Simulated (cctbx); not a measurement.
**Accept or mend?**

Cell a = 6.2870 Å, b = 6.8210 Å, c = 11.0682 Å, α = 90.00°, β = 122.48°, γ = 90.00°; space group P2_1/c (no. 14). The compound is Mg2CoMoS6.

The data are simulated with cctbx, not measured: Cu Kα, λ = 1.54184 Å, to d = 0.8 Å, 95 % of the full sphere, strongest reflection 70000 counts, noise from counting, a 3 % proportional error and a noise floor of 4 counts (s.d.); no absorption, and some extinction, which the refinements don't model.

An anisotropic refinement with weights 1/σ² prints:

```text
Rint 0.021, 816 unique reflections to 0.80 A
cycle     R1     wR2    GooF  max shift (A)
   1  0.3113  0.6609  29.381   0.02724
   3  0.3041  0.6112  27.173   0.00006
final R1 0.3041 wR2 0.6112 GooF 27.173  parameters 39  data/parameter 20.9
atom        x        y        z      Ueq    occ   su(xyz)  su(Uiso or U11)
Mo1    0.50000  0.00000  0.00000   0.0017  1.000  0.00000  0.0026
Co1    0.00000  0.00000  0.50000   0.0048  1.000  0.00000  0.0046  NPD
S1     0.89080  0.43515  0.75454   0.0104  1.000  0.00171  0.0046
S2     0.60398  0.17200  0.42965   0.0040  1.000  0.00149  0.0044  NPD
S3     0.24171  0.18853  0.06521   0.0088  1.000  0.00165  0.0049
difference map: max 49.17 min -4.09 rms 2.87
Q1    0.5000  0.0000  0.0000    2   49.17  0.00 A from Mo1
Q2    0.2647  0.5655  0.7490    4   46.19  2.54 A from S1
Q3    0.0000  0.0000  0.5000    2   28.45  0.00 A from Co1
Q4    0.1204  0.5663  0.2475    4   21.23  0.06 A from S1
Q5    0.3788  0.6841  0.0713    4   16.85  0.14 A from S2
Q6    0.2581  0.1874  0.0729    4   14.26  0.09 A from S3
```

**Question.** Can this result stand? If not, what is the likely fault?

Mend it. The fault: an atom left out, Mg at (0.2642, 0.9348, 0.2494). Against the right model at the same level, R1 goes from 0.0119 to 0.3041 and GooF from 1.24 to 27.17, U of Mo1 shrinks from 0.0150 to 0.0017 Å², the top difference peak, 49.2 e/Å³, lies on Mo1 and Co1 and S2 go non-positive-definite. Q2 is the missing atom. With scattering power missing, scale and phases suffer, so peaks may also grow on the heavy atoms.

The compound is Mg2CoMoS6. The right model at the same level gives:

```text
Rint 0.021, 816 unique reflections to 0.80 A
cycle     R1     wR2    GooF  max shift (A)
   1  0.0120  0.0281   1.255   0.00009
   2  0.0119  0.0277   1.239   0.00000
final R1 0.0119 wR2 0.0277 GooF 1.239  parameters 48  data/parameter 17.0
atom        x        y        z      Ueq    occ   su(xyz)  su(Uiso or U11)
Mo1    0.50000  0.00000  0.00000   0.0150  1.000  0.00000  0.0001
Co1    0.00000  0.00000  0.50000   0.0139  1.000  0.00000  0.0002
S1     0.88798  0.43510  0.75372   0.0172  1.000  0.00006  0.0002
S2     0.60609  0.17535  0.42931   0.0160  1.000  0.00005  0.0002
S3     0.24463  0.18761  0.06710   0.0213  1.000  0.00006  0.0002
Mg1    0.26439  0.93480  0.24940   0.0189  1.000  0.00008  0.0002
difference map: max 0.26 min -0.87 rms 0.11
Q1    0.0581  0.7406  0.0124    4    0.26  1.67 A from Co1
Q2    0.4372  0.2413  0.4632    4    0.25  1.38 A from S2
Q3    0.4639  0.0501  0.6752    4    0.25  1.45 A from Mg1
Q4    0.4956  0.0746  0.2930    4    0.24  1.45 A from S2
Q5    0.0694  0.9928  0.8466    4    0.24  1.33 A from S1
Q6    0.0792  0.5027  0.8793    4    0.22  1.34 A from S1
```

The model was made for the exercise: a known structure type with other elements put in, its volume estimated, not relaxed; displacement parameters are assumed.

[Middle refinement cycles are left out of these outputs.]

[Logs are printed without paths, hosts, clocks, repeated set-up lines and the standing remarks that a program may print on its own settings, such as how far it seeks lower states.]
